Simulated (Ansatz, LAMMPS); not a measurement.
**Relaxing ionic liquid triethylsulfonium TFSI- with water, from a frame at 300 K (120 atoms)**

Aim: bring ionic liquid triethylsulfonium TFSI- with water, from a frame at 300 K (120 atoms) to a nearby minimum of the energy and see what moves.

Method: Kohn-Sham DFT, PBE+D3(BJ), PAW (set soft_2), plane waves, in Ansatz 0.2.0.

This is a report of a sequence of runs, with most program output left out.

## 1. Starting point

The cell holds 120 atoms: 24 C, 9 S, 51 H, 3 N, 15 O and 18 F. Its edges and angles: a = 11.062 Å, b = 11.062 Å, c = 11.062 Å, α = 90.0°, β = 90.0°, γ = 90.0°. 3 triethylsulfonium, 3 TFSI-, 3 H2O placed at random, at 1.54 g/cm³; overlaps pushed apart, then 10 ps at 700 K with MMFF94 bonds, angles, torsions, charges and radii (Halgren, J. Comput. Chem. 17, 490 (1996)) in harmonic and 12-6 forms; SPC/E water (Berendsen, Grigera and Straatsma, J. Phys. Chem. 91, 6269 (1987)); charges of ions scaled by 0.8. Snapshot after 30 ps at 300 K and fixed volume.

Before any run, some limits are plain. The network of contacts between molecules at the start is that of the classical potential that made the cell. The density was typed from a rule of thumb and may lie off the real one at this temperature. Sampling is at Γ alone, for a cell whose shortest periodic width is 11 Å.

## 2. Making the structure

A classical potential makes the cell, at a small fraction of what the same run would cost in DFT.

This step: classical MD, MMFF94 bonds, angles, torsions, charges and radii (Halgren, J. Comput. Chem. 17, 490 (1996)) in harmonic and 12-6 forms; SPC/E water (Berendsen, Grigera and Straatsma, J. Phys. Chem. 91, 6269 (1987)); charges of ions scaled by 0.8 (LAMMPS 22 Jul 2025 - Update 4).

Contents of in.lmp:

```
# ionic liquid triethylsulfonium TFSI- with water
units real
atom_style full
boundary p p p
bond_style harmonic
angle_style harmonic
dihedral_style opls
improper_style harmonic
special_bonds lj 0 0 0.5 coul 0 0 0.75
read_data data.lmp
neigh_modify delay 0 every 1 check yes one 4000
comm_modify cutoff 12.0
timestep 0.5
thermo_style custom step time temp pe press density
thermo_modify norm yes
# push overlapping molecules apart
pair_style soft 2.6
pair_coeff * * 0.0
variable a equal ramp(1,60)
fix ad all adapt 1 pair soft a * * v_a
velocity all create 700 449863 mom yes dist gaussian
fix lim all nve/limit 0.03
fix lan all langevin 700 700 50 449864 zero yes
thermo 1000
run 3000 post no
unfix ad
pair_style lj/cut/coul/long 9.0
pair_modify mix arithmetic tail yes
pair_coeff 1 1 0.0678 3.3680   # C
pair_coeff 2 2 0.2681 3.6400   # S
pair_coeff 3 3 0.0216 2.5400   # H
pair_coeff 4 4 0.0721 3.5530   # N
pair_coeff 5 5 0.2681 3.4180   # S
pair_coeff 6 6 0.0763 3.0960   # O
# [... 22 lines left out ...]
compute msd all msd com yes
thermo 7500
fix md all nvt temp 300 300 100
run 30000 post no
print "== T300: mean square displacement over the hold $(c_msd[4]:%.2f) A^2"
unfix md
uncompute msd
write_dump all custom T300.dump id type xs ys zs modify sort id
```

Command:

```
$ lmp -in in.lmp -log none -nocite
```

Wall time 19 s (1 thread of Arm Neoverse V2, shared host); peak memory 0.12 GiB.

The input also reads data.lmp (atoms, bonds and types; not printed here).

## 3. Single point at the start

A single point comes first, to see the forces before anything moves.

Contents of input.yaml:

```yaml
crystal:
  lattice:
    - [11.06223, 0.0, 0.0]
    - [0.0, 11.06223, 0.0]
    - [0.0, 0.0, 11.06223]
  atoms:
    - { symbol: C, position: [0.12285, 0.38534, 0.02148] }
    - { symbol: C, position: [0.04789, 0.49398, 0.05075] }
    - { symbol: S, position: [0.98314, 0.54261, 0.90342] }
    - { symbol: C, position: [0.88481, 0.6584, 0.98099] }
    - { symbol: C, position: [0.79078, 0.60209, 0.0618] }
    - { symbol: C, position: [0.10458, 0.63868, 0.85777] }
    - { symbol: C, position: [0.10305, 0.65052, 0.72214] }
    - { symbol: H, position: [0.06891, 0.30521, 0.99052] }
    - { symbol: H, position: [0.19343, 0.40876, 0.95576] }
    - { symbol: H, position: [0.16743, 0.35262, 0.0984] }
    - { symbol: H, position: [0.98174, 0.46049, 0.11751] }
    - { symbol: H, position: [0.09866, 0.5627, 0.09656] }
    - { symbol: H, position: [0.9379, 0.72007, 0.03442] }
    - { symbol: H, position: [0.84205, 0.70394, 0.90532] }
    - { symbol: H, position: [0.74672, 0.5343, 0.01401] }
    - { symbol: H, position: [0.7228, 0.67724, 0.08092] }
    - { symbol: H, position: [0.82494, 0.5661, 0.15157] }
    - { symbol: H, position: [0.10836, 0.72074, 0.91528] }
    - { symbol: H, position: [0.1788, 0.58245, 0.88574] }
    - { symbol: H, position: [0.01408, 0.69164, 0.68775] }
    - { symbol: H, position: [0.11272, 0.5628, 0.6831] }
    - { symbol: H, position: [0.17337, 0.70205, 0.69014] }
    - { symbol: C, position: [0.49834, 0.21803, 0.14128] }
    - { symbol: C, position: [0.59105, 0.18219, 0.04346] }
    - { symbol: S, position: [0.64216, 0.02813, 0.0715] }
    - { symbol: C, position: [0.75867, 0.06526, 0.18617] }
    - { symbol: C, position: [0.85585, 0.16404, 0.15126] }
    - { symbol: C, position: [0.73873, 0.00087, 0.94608] }
    - { symbol: C, position: [0.67673, 0.91793, 0.86009] }
    - { symbol: H, position: [0.41244, 0.17284, 0.12796] }
    - { symbol: H, position: [0.46448, 0.307, 0.12965] }
    - { symbol: H, position: [0.5285, 0.20104, 0.23362] }
    - { symbol: H, position: [0.66394, 0.24372, 0.0467] }
    - { symbol: H, position: [0.55341, 0.19019, 0.9524] }
    - { symbol: H, position: [0.80824, 0.97975, 0.20665] }
    - { symbol: H, position: [0.70744, 0.08415, 0.27158] }
    - { symbol: H, position: [0.88745, 0.15119, 0.05925] }
    - { symbol: H, position: [0.81117, 0.25072, 0.15466] }
    - { symbol: H, position: [0.92444, 0.16116, 0.22539] }
    - { symbol: H, position: [0.77891, 0.08183, 0.90202] }
    - { symbol: H, position: [0.80831, 0.93958, 0.9812] }
    - { symbol: H, position: [0.74602, 0.88882, 0.79458] }
    - { symbol: H, position: [0.59952, 0.9676, 0.82027] }
    - { symbol: H, position: [0.63238, 0.84418, 0.90594] }
    - { symbol: C, position: [0.68576, 0.45952, 0.38199] }
    - { symbol: C, position: [0.71622, 0.55311, 0.4777] }
    - { symbol: S, position: [0.7572, 0.69654, 0.40757] }
    - { symbol: C, position: [0.91301, 0.66468, 0.4351] }
    - { symbol: C, position: [0.0019, 0.74839, 0.37522] }
    - { symbol: C, position: [0.72913, 0.7903, 0.54099] }
    - { symbol: C, position: [0.60066, 0.82717, 0.54656] }
    - { symbol: H, position: [0.76732, 0.41311, 0.33424] }
    - { symbol: H, position: [0.62532, 0.39961, 0.42657] }
    - { symbol: H, position: [0.62904, 0.50524, 0.31118] }
    - { symbol: H, position: [0.63505, 0.56309, 0.53346] }
    - { symbol: H, position: [0.78135, 0.51912, 0.53741] }
    - { symbol: H, position: [0.92953, 0.66233, 0.52783] }
    - { symbol: H, position: [0.9429, 0.57469, 0.39779] }
    - { symbol: H, position: [0.09058, 0.72104, 0.40627] }
    - { symbol: H, position: [0.0009, 0.73823, 0.27836] }
    - { symbol: H, position: [0.98144, 0.84004, 0.39343] }
    - { symbol: H, position: [0.74861, 0.74484, 0.62744] }
    - { symbol: H, position: [0.7787, 0.87278, 0.53712] }
    - { symbol: H, position: [0.54783, 0.75491, 0.57976] }
    - { symbol: H, position: [0.57454, 0.8437, 0.4559] }
    - { symbol: H, position: [0.57869, 0.90508, 0.6045] }
    - { symbol: "N", position: [0.27486, 0.94356, 0.20686] }
    - { symbol: S, position: [0.15034, 0.00432, 0.16584] }
    - { symbol: O, position: [0.13445, 0.12636, 0.21265] }
    - { symbol: O, position: [0.04526, 0.92937, 0.17632] }
    - { symbol: C, position: [0.1586, 0.03903, 0.01029] }
    - { symbol: F, position: [0.13648, 0.94282, 0.94012] }
    - { symbol: F, position: [0.26962, 0.07803, 0.98201] }
    - { symbol: F, position: [0.08629, 0.13036, 0.96482] }
    - { symbol: S, position: [0.30222, 0.82571, 0.13577] }
    - { symbol: O, position: [0.20715, 0.73943, 0.12092] }
    - { symbol: O, position: [0.38152, 0.84752, 0.03266] }
    - { symbol: C, position: [0.40767, 0.75412, 0.24546] }
    [... 36 atom lines left out ...]
    - { symbol: O, position: [0.36452, 0.88254, 0.79437] }
    - { symbol: H, position: [0.39051, 0.87529, 0.88065] }
    - { symbol: H, position: [0.30242, 0.94781, 0.78698] }
    - { symbol: O, position: [0.34491, 0.45152, 0.438] }
    - { symbol: H, position: [0.33052, 0.45303, 0.52723] }
    - { symbol: H, position: [0.27648, 0.40883, 0.39716] }
kpoints:
  mp_grid: { grid: [1, 1, 1] }
hamiltonian:
  xc: pbe
  dispersion: d3bj
scf:
  occupations: { method: fermi_dirac, width: 0.05 }
output:
  forces: true
  stress: true
  populations: intrinsic
  dos:
    method: { smearing: { sigma: 0.15 } }
    de: 0.1
    projected: { site_lists: { C: [C], F: [F], H: [H], "N": ["N"], O: [O] } }
  eigenvalues: true
```

Command:

```
$ ansatz run input.yaml --threads 4 --pin off --max-ram 8192MiB --backend cpu --events-out ev --progress --plain --runs-dir out
```

It took 15 s on 4 threads of Arm Neoverse V2, shared host; peak memory 1.6 GiB.

The run gave:

```
free energy                                      : -39150.9651 eV
free energy per atom                             : -326.2580 eV/atom
SCF cycles                                       : 11
pressure                                         : 2.119 GPa
r.m.s. force component                           : 1.048 eV/Å
longest force                                    : 5.809 eV/Å
Fermi energy                                     : 2.261 eV
gap (highest filled to lowest empty level) : 2.997 eV
```

The r.m.s. force component of 1.0 eV/Å and the pressure of 2.1 GPa set the starting point.

Neighbours are counted within 1.34 Å (H-C), 1.21 Å (H-O), 1.85 Å (C-C), 1.62 Å (C-F), 2.21 Å (C-S), 1.93 Å (O-S), 1.98 Å (S-N).

Length of the force by element and coordination:

| element | coordination | atoms | mean length of the force (eV/Å) | spread | least | most |
| --- | --- | --- | --- | --- | --- | --- |
| C | all | 24 | 2.10 | 1.03 | 0.364 | 4.32 |
| F | all | 18 | 1.17 | 0.433 | 0.414 | 1.89 |
| H | all | 51 | 1.11 | 0.513 | 0.267 | 2.74 |
| N | all | 3 | 1.69 | 0.756 | 0.626 | 2.32 |
| O | all | 15 | 1.22 | 0.569 | 0.415 | 2.46 |
| O | 1 | 12 | 1.39 | 0.510 | 0.618 | 2.46 |
| O | 2 | 3 | 0.552 | 0.146 | 0.415 | 0.754 |
| S | all | 9 | 3.48 | 1.21 | 1.81 | 5.81 |
| S | 3 | 3 | 2.52 | 0.698 | 1.81 | 3.47 |
| S | 4 | 6 | 3.96 | 1.13 | 2.48 | 5.81 |

## 4. Relaxation

The atoms are relaxed in the fixed cell, aiming at the force tolerance of the input.

input.yaml, the sections that differ from step 3:

```yaml
output:
  forces: true
relax:
  f_tol: 0.03
  max_steps: 200
# crystal, kpoints, hamiltonian, scf: as in step 3
```

It took 7.3 min on 4 threads; peak memory 1.6 GiB.

Relaxation path (22 of 59):

| step | energy less that of the first step (eV) | largest force component (eV/Å) |
| --- | --- | --- |
| 1 | 0.0000 | 4.5163 |
| 4 | -6.7504 | 1.1717 |
| 7 | -7.5716 | 0.2291 |
| 9 | -7.7809 | 1.1792 |
| 12 | -8.1137 | 0.2010 |
| 15 | -8.2079 | 0.6197 |
| 18 | -8.2690 | 0.2911 |
| 20 | -8.2970 | 0.2942 |
| 23 | -8.3356 | 0.3182 |
| 26 | -8.3544 | 0.2697 |
| 29 | -8.3645 | 0.1218 |
| 31 | -8.3705 | 0.0842 |
| 34 | -8.3736 | 0.0605 |
| 37 | -8.3750 | 0.0712 |
| 40 | -8.3752 | 0.0521 |
| 42 | -8.3764 | 0.0235 |
| 45 | -8.3771 | 0.0772 |
| 48 | -8.3784 | 0.0689 |
| 51 | -8.3804 | 0.0425 |
| 53 | -8.3785 | 0.2235 |
| 56 | -8.3827 | 0.0481 |
| 59 | -8.3831 | 0.0211 |

Relaxation steps 24, 40, 53, 57 were tried and not accepted.

The atoms that moved most (Å):

| atom | dx | dy | dz | length |
| --- | --- | --- | --- | --- |
| F88 | 1.532 | 1.174 | -0.447 | 1.981 |
| H56 | -1.904 | 0.051 | 0.021 | 1.905 |
| H55 | -1.421 | 0.441 | -0.984 | 1.784 |
| F109 | 0.715 | -1.504 | -0.422 | 1.718 |
| H21 | -1.401 | 0.768 | 0.258 | 1.619 |
| N97 | 0.272 | -0.381 | -1.505 | 1.576 |
| H39 | -0.797 | 1.281 | 0.031 | 1.509 |
| H61 | -0.336 | -0.711 | 1.285 | 1.506 |

The relaxation changed the energy by -69.9 meV/atom, and atoms moved by 0.92 Å r.m.s., 2.0 Å at most.

## 5. Distances and neighbours after relaxation

Bonds before and after, by the cutoffs listed below:

| pair | bonds before | bonds after | mean before (Å) | mean after (Å) | spread before (Å) | spread after (Å) |
| --- | --- | --- | --- | --- | --- | --- |
| H-C | 45 | 45 | 1.089 | 1.097 | 0.031 | 0.002 |
| H-O | 6 | 6 | 1.000 | 0.978 | 0.000 | 0.004 |
| C-C | 9 | 9 | 1.514 | 1.519 | 0.029 | 0.002 |
| C-F | 18 | 18 | 1.361 | 1.344 | 0.023 | 0.006 |
| C-S | 15 | 15 | 1.817 | 1.842 | 0.046 | 0.027 |
| O-S | 12 | 12 | 1.461 | 1.454 | 0.022 | 0.005 |
| S-N | 6 | 6 | 1.563 | 1.591 | 0.022 | 0.010 |

Density 1.54 g/cm³, 11.28 Å³ an atom.

g(r), total and by pair (bins of 0.2 Å):

| r (Å) | total | H-H | H-C | H-F | H-O | H-S | H-N |
| --- | --- | --- | --- | --- | --- | --- | --- |
| 0.90 | 0.47 | 0.00 | 0.00 | 0.00 | 4.45 | 0.00 | 0.00 |
| 1.10 | 2.91 | 0.00 | 17.10 | 0.00 | 0.00 | 0.00 | 0.00 |
| 1.30 | 0.76 | 0.00 | 0.00 | 0.00 | 0.00 | 0.00 | 0.00 |
| 1.50 | 0.93 | 0.54 | 0.00 | 0.00 | 0.00 | 0.00 | 0.00 |
| 1.70 | 0.89 | 4.60 | 0.00 | 0.00 | 0.00 | 0.00 | 0.00 |
| 1.90 | 0.42 | 0.12 | 0.00 | 0.00 | 0.60 | 0.00 | 0.00 |
| 2.10 | 1.01 | 0.00 | 4.04 | 0.00 | 0.33 | 0.00 | 0.00 |
| 2.30 | 0.56 | 0.78 | 0.18 | 0.10 | 1.08 | 3.81 | 0.62 |
| 2.50 | 0.98 | 3.35 | 0.00 | 0.72 | 0.89 | 0.00 | 0.00 |
| 2.70 | 0.99 | 1.15 | 0.23 | 1.12 | 0.96 | 0.00 | 0.51 |
| 2.90 | 0.98 | 0.35 | 1.52 | 1.00 | 0.68 | 0.97 | 0.44 |
| 3.10 | 1.27 | 1.65 | 1.33 | 0.73 | 0.80 | 2.00 | 0.00 |
| 3.30 | 0.91 | 0.89 | 0.85 | 1.07 | 1.10 | 0.97 | 0.64 |
| 3.50 | 0.73 | 1.09 | 0.86 | 0.38 | 0.46 | 0.57 | 0.58 |
| 3.70 | 0.97 | 0.75 | 1.22 | 0.90 | 0.88 | 1.69 | 0.52 |
| 3.90 | 1.02 | 1.03 | 0.88 | 1.08 | 1.16 | 0.86 | 0.23 |
| 4.10 | 0.92 | 0.97 | 0.81 | 0.97 | 1.30 | 0.27 | 1.27 |
| 4.30 | 1.02 | 0.87 | 1.29 | 0.98 | 0.95 | 0.89 | 1.14 |
| 4.50 | 0.98 | 0.83 | 1.15 | 1.27 | 1.11 | 0.99 | 1.24 |
| 4.70 | 1.02 | 1.09 | 1.11 | 1.11 | 1.22 | 0.84 | 0.96 |
| 4.90 | 1.11 | 0.97 | 0.95 | 1.34 | 1.02 | 1.46 | 1.74 |
| 5.10 | 1.12 | 1.05 | 1.17 | 1.05 | 1.17 | 1.13 | 1.35 |
| 5.30 | 1.04 | 1.09 | 0.96 | 1.19 | 1.11 | 1.29 | 1.73 |

Bonds by pair of elements; cutoffs follow the first minimum of g(r), held within bounds set by covalent radii, and pairs that aren't listed don't count as bonded:

| pair A-B | cutoff (Å) | bonds | mean length (Å) | spread (Å) | shortest (Å) | B about A | A about B |
| --- | --- | --- | --- | --- | --- | --- | --- |
| H-C | 1.34 | 45 | 1.10 | 0.002 | 1.09 | 0.882 | 1.88 |
| H-O | 1.21 | 6 | 0.978 | 0.004 | 0.973 | 0.118 | 0.4 |
| C-C | 1.85 | 9 | 1.52 | 0.002 | 1.52 | 0.75 | 0.75 |
| C-F | 1.62 | 18 | 1.34 | 0.006 | 1.33 | 0.75 | 1 |
| C-S | 2.21 | 15 | 1.84 | 0.027 | 1.81 | 0.625 | 1.67 |
| O-S | 1.88 | 12 | 1.45 | 0.005 | 1.45 | 0.8 | 1.33 |
| S-N | 2.02 | 6 | 1.59 | 0.01 | 1.58 | 0.667 | 2 |

How many atoms have how many bonded neighbours:

| element | mean | 1 | 2 | 3 | 4 |
| --- | --- | --- | --- | --- | --- |
| C | 4 | 0 | 0 | 0 | 24 |
| F | 1 | 18 | 0 | 0 | 0 |
| H | 1 | 51 | 0 | 0 | 0 |
| N | 2 | 0 | 3 | 0 | 0 |
| O | 1.2 | 12 | 3 | 0 | 0 |
| S | 3.67 | 0 | 0 | 3 | 6 |

Bond angles, per cent of each kind in bins of 5°:

| angle (°) | C-C-H | H-C-H | H-C-S | F-C-S | F-C-F |
| --- | --- | --- | --- | --- | --- |
| 100–105 | 0.0 | 0.0 | 50.0 | 0.0 | 0.0 |
| 105–110 | 20.0 | 97.2 | 50.0 | 38.9 | 100.0 |
| 110–115 | 80.0 | 2.8 | 0.0 | 61.1 | 0.0 |

Bond angles (no mean is given where the spread exceeds 20°):

| angle | count | mean (°) | spread (°) |
| --- | --- | --- | --- |
| C-C-H | 45 | 111 | 1.8 |
| H-C-H | 36 | 108 | 0.8 |
| H-C-S | 18 | 106 | 1.7 |
| F-C-S | 18 | 110 | 1 |
| F-C-F | 18 | 109 | 0.4 |

Bond length by coordination (bonds to H left out):

| element | coordination | atoms | mean bond length (Å) |
| --- | --- | --- | --- |
| O | 1 | 12 | 1.45 |
| S | 3 | 3 | 1.82 |
| S | 4 | 6 | 1.59 |

By these cutoffs all C atoms have 4, all F atoms have 1, all H atoms have 1 and all N atoms have 2 bonded neighbours. The C-C-H angle averages 111° with a spread of 1.8°.

(Part 1 of 2 ends here.)

[Logs are printed without paths, hosts, clocks, repeated set-up lines and the standing remarks that a program may print on its own settings, such as how far it seeks lower states.]

[Hosts, paths, dates, database ids (printed as entryN), source tags and the programs' standing remarks are cut or masked in the printed files.]

[The MMFF94 radii named for the starting cell were scaled by 0.96; in molecules described by MMFF94, hydrogen bound to N, O or S took a small fixed 12-6 site in their place.]
